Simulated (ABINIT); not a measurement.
**Ca2Si (Fm-3m): G0W0 in ABINIT against the screening cutoff in the self-energy**

How does the gap of Ca2Si (Fm-3m) converge in the screening cutoff in the self-energy?

Program: ABINIT 10.8.3. Level of theory: LDA and many-body steps on it, plane waves. Results are calculated unless marked as measured.

Most raw output is cut from this account.

## Step 1: The starting structure

It takes space group Fm-3m (No. 225, cubic). The conventional cell has a = 7.170 Å, b = 7.170 Å, c = 7.170 Å, α = 90.00°, β = 90.00°, γ = 90.00°. Nearest to Ca lie 4 Si at 3.10 Å. Si has 8 Ca at 3.10 Å nearest. Farther neighbours are not listed.

The cell and positions are those that the Materials Project relaxed with its own functionals (PBE, PBE+U or r2SCAN), kept fixed.

## Step 2: Screening, 2×2×2 mesh, 161 bands, screening to 176.9 eV

This step: ABINIT 10.8.3; RPA screening on LDA, plane waves, norm-conserving pseudopotentials.

The RPA dielectric matrix is built and inverted for each q.

Contents of run.abi:

```
acell 3*1.0 Angstrom
rprim 
  -0.000000000000 3.585232820000 3.585232820000
  3.585232820000 -0.000000000000 3.585232820000
  3.585232820000 3.585232820000 -0.000000000000
ntypat 2
znucl 20 14
natom 3
typat 1 1 2
xred 
  0.750000000000 0.750000000000 0.750000000000
  0.250000000000 0.250000000000 0.250000000000
  0.000000000000 0.000000000000 0.000000000000
pp_dirpath "pseudos"
pseudos "Ca.upf, Si.upf"
ecut 30
ngkpt 2 2 2
nshiftk 1
shiftk 0 0 0
kptopt 1
chksymbreak 0
istwfk *1
occopt 1
irdwfk 1
optdriver 3
nband 161
ecuteps 6.5
inclvkb 2
awtr 1
symchi 1
indata_prefix "in"
outdata_prefix "out"
tmpdata_prefix "tmp"
```

The run is started by

```console
OMP_NUM_THREADS=1 mpirun -n 4 abinit run.abi > log
```

Wall time 13 s (4 MPI ranks of Arm Neoverse V1, shared host); peak memory 0.89 GiB; 50 s of CPU time.

This step gave:

| Quantity | Value |
| --- | --- |
| ε∞ with local fields, on this mesh, along the program's q direction | 68.52 |
| the same without local fields | 90.59 |
| plasma frequency | 18.95 eV |
| plane waves in the screening matrix | 531 |

Local fields lower ε∞ by 24 %. On a Γ-centred mesh this coarse the value itself is usually too large, while a short band sum pulls it down.

## Step 3: 0.7 Ha

This step: G0W0 on LDA, plane waves, norm-conserving pseudopotentials.

Edit run.abi of step 2 so:

```diff
@@ -24,8 +24,17 @@
 irdwfk 1
-optdriver 3
+optdriver 4
 nband 161
-ecuteps 6.5
-inclvkb 2
-awtr 1
-symchi 1
+gwcalctyp 0
+ecutsigx 30
+symsigma 1
+nkptgw 2
+kptgw 
+  0.5000000000 0.5000000000 0.0000000000
+  0.0000000000 0.0000000000 0.0000000000
+bdgw 
+  11 14
+  10 15
+ecuteps 0.7
+irdscr 1
+ppmodel 1
 indata_prefix "in"
```

It took 3.2 s on 4 MPI ranks; peak memory 0.58 GiB; 13 s of CPU time.

This step gave:

* G0W0 gap on the points computed: 0.81 eV
* starting gap on the mesh: 0.5088 eV
* k of the valence top: 0.5, 0.5, 0
* k of the conduction bottom: 0.5, 0.5, 0
* Z at the valence top: 0.773
* Z at the conduction bottom: 0.781
* least direct G0W0 gap on the computed points: 0.81 eV

## Step 4: 1.3 Ha

Edit run.abi of step 3 so:

```diff
@@ -36,3 +36,3 @@
   10 15
-ecuteps 0.7
+ecuteps 1.3
 irdscr 1
```

Run time: 3.5 s. Hardware: 4 MPI ranks; peak memory 0.61 GiB; 14 s of CPU time.

This step gave:

```
G0W0 gap on the points computed              : 0.9970 eV
starting gap on the mesh                     : 0.5088 eV
k of the valence top                         : 0.5, 0.5, 0
k of the conduction bottom                   : 0.5, 0.5, 0
Z at the valence top                         : 0.754
Z at the conduction bottom                   : 0.774
least direct G0W0 gap on the computed points : 0.9970 eV
```

## Step 5: 2.3 Ha

The self-energy is evaluated for the states that the input lists, and the levels follow from it, in one-shot runs by the linearised quasiparticle equation.

Edit run.abi of step 4 so:

```diff
@@ -36,3 +36,3 @@
   10 15
-ecuteps 1.3
+ecuteps 2.3
 irdscr 1
```

Elapsed: 4.2 s, on 4 MPI ranks; peak memory 0.59 GiB.

Numbers from this step:

- G0W0 gap on the points computed: 1.094 eV
- starting gap on the mesh: 0.5088 eV
- k of the valence top: 0.5, 0.5, 0
- k of the conduction bottom: 0.5, 0.5, 0
- least direct G0W0 gap on the computed points: 1.094 eV

The gap on the mesh goes from 0.51 eV to 1.09 eV, a correction of +0.59 eV.

## Step 6: 3.2 Ha

Edit run.abi of step 5 so:

```diff
@@ -36,3 +36,3 @@
   10 15
-ecuteps 2.3
+ecuteps 3.2
 irdscr 1
```

Wall time 5.1 s (4 MPI ranks); peak memory 0.6 GiB.

Numbers from this step:

- G0W0 gap on the points computed: 1.141 eV
- starting gap on the mesh: 0.5088 eV
- k of the valence top: 0.5, 0.5, 0
- k of the conduction bottom: 0.5, 0.5, 0
- least direct G0W0 gap on the computed points: 1.141 eV

Against the run before, the gap moves by +0.047 eV.

## Step 7: 4.9 Ha

Edit run.abi of step 6 so:

```diff
@@ -36,3 +36,3 @@
   10 15
-ecuteps 3.2
+ecuteps 4.9
 irdscr 1
```

The job ended after 11 s (4 MPI ranks; peak memory 0.9 GiB).

This step gave:

* G0W0 gap on the points computed: 1.168 eV
* starting gap on the mesh: 0.5088 eV
* k of the valence top: 0.5, 0.5, 0
* k of the conduction bottom: 0.5, 0.5, 0
* least direct G0W0 gap on the computed points: 1.168 eV

Against the run before, the gap moves by +0.027 eV.

## Step 8: 6.5 Ha

Edit run.abi of step 7 so:

```diff
@@ -36,3 +36,3 @@
   10 15
-ecuteps 4.9
+ecuteps 6.5
 irdscr 1
```

The job ended after 22 s (4 MPI ranks; peak memory 1 GiB; 86 s of CPU time).

Numbers from this step:

```yaml
g0w0_gap_on_the_points_computed: 1.176 eV
starting_gap_on_the_mesh: 0.5088 eV
k_of_the_valence_top: 0.5, 0.5, 0
k_of_the_conduction_bottom: 0.5, 0.5, 0
least_direct_g0w0_gap_on_the_computed_points: 1.176 eV
```

Against the run before, the gap moves by +0.008 eV.

## Step 9: The runs together

Times are wall times on 4 MPI ranks of Arm Neoverse V1, shared host, good to a factor of about two. A run's time includes the screening step that it read.

```csv
run,mesh,bands,screening cutoff (eV),DFT gap (eV),gap on the mesh (eV),direct (eV),ε∞ used,time
0.7 Ha,2×2×2,161,19,0.509,0.810,0.810,68.52,16 s
1.3 Ha,2×2×2,161,35.4,0.509,0.997,0.997,68.52,16 s
2.3 Ha,2×2×2,161,62.6,0.509,1.094,1.094,68.52,17 s
3.2 Ha,2×2×2,161,87.1,0.509,1.141,1.141,68.52,18 s
4.9 Ha,2×2×2,161,133.3,0.509,1.168,1.168,68.52,23 s
6.5 Ha,2×2×2,161,176.9,0.509,1.176,1.176,68.52,34 s
```

## Step 10: Summary of results

| Quantity | Value |
| --- | --- |
| 0.7 Ha | 0.810 eV |
| 1.3 Ha | 0.997 eV |
| 2.3 Ha | 1.094 eV |
| 3.2 Ha | 1.141 eV |
| 4.9 Ha | 1.168 eV |
| 6.5 Ha | 1.176 eV |
| known limits | not at the basis limit; mesh may overstate the screening; coarse k mesh |

**Reading.** The setting moved: screening cutoff in the self-energy. From 0.7 Ha to 6.5 Ha the gap moves by +0.37 eV, for 2.2 times the time. It holds to 0.03 eV from 4.9 Ha on. Bands and screening cutoff are coupled, so a series along one setting does not show full convergence. Bands and cutoff are finite, so the gap is not at the basis limit. The miss can reach some tenths of an eV and take either sign; the mesh is an error of its own. In the first G0W0 run levels were corrected at 2 k points alone, so a gap called «on the mesh» is the least over those, and an edge elsewhere would be missed. The 2×2×2 mesh is coarse for this cell, which bears on the long-range parts of exchange and screening. For the LDA start: The RPA ε∞ on this mesh reaches over 25; with a narrow direct gap a coarse mesh can overstate it, and the correction is then too small.

[Paths, hosts, dates, memory and timing lines, banners, echoed tables and standing remarks are left out of the program output.]

[Logs are printed without paths, hosts, clocks, repeated set-up lines and the standing remarks that a program may print on its own settings, such as how far it seeks lower states.]

[Runs of the session that timed out or met a known fault of the program may be left out.]

[No measured gap is set beside runs whose start may be inverted or whose files or cutoffs have a known fault.]

[Hosts, paths, dates, database ids (printed as entryN), source tags and the programs' standing remarks are cut or masked in the printed files.]

[G0W0 gaps are taken among the corrected bands and points alone; a level outside them can change the order at an edge.]

[Where Ansatz stands beside ABINIT at settings called matched, ABINIT's density can come from a denser mesh and the files from another edition; pairs whose starting gaps differed by over 0.03 eV were left out, so agreement reads better than it is.]
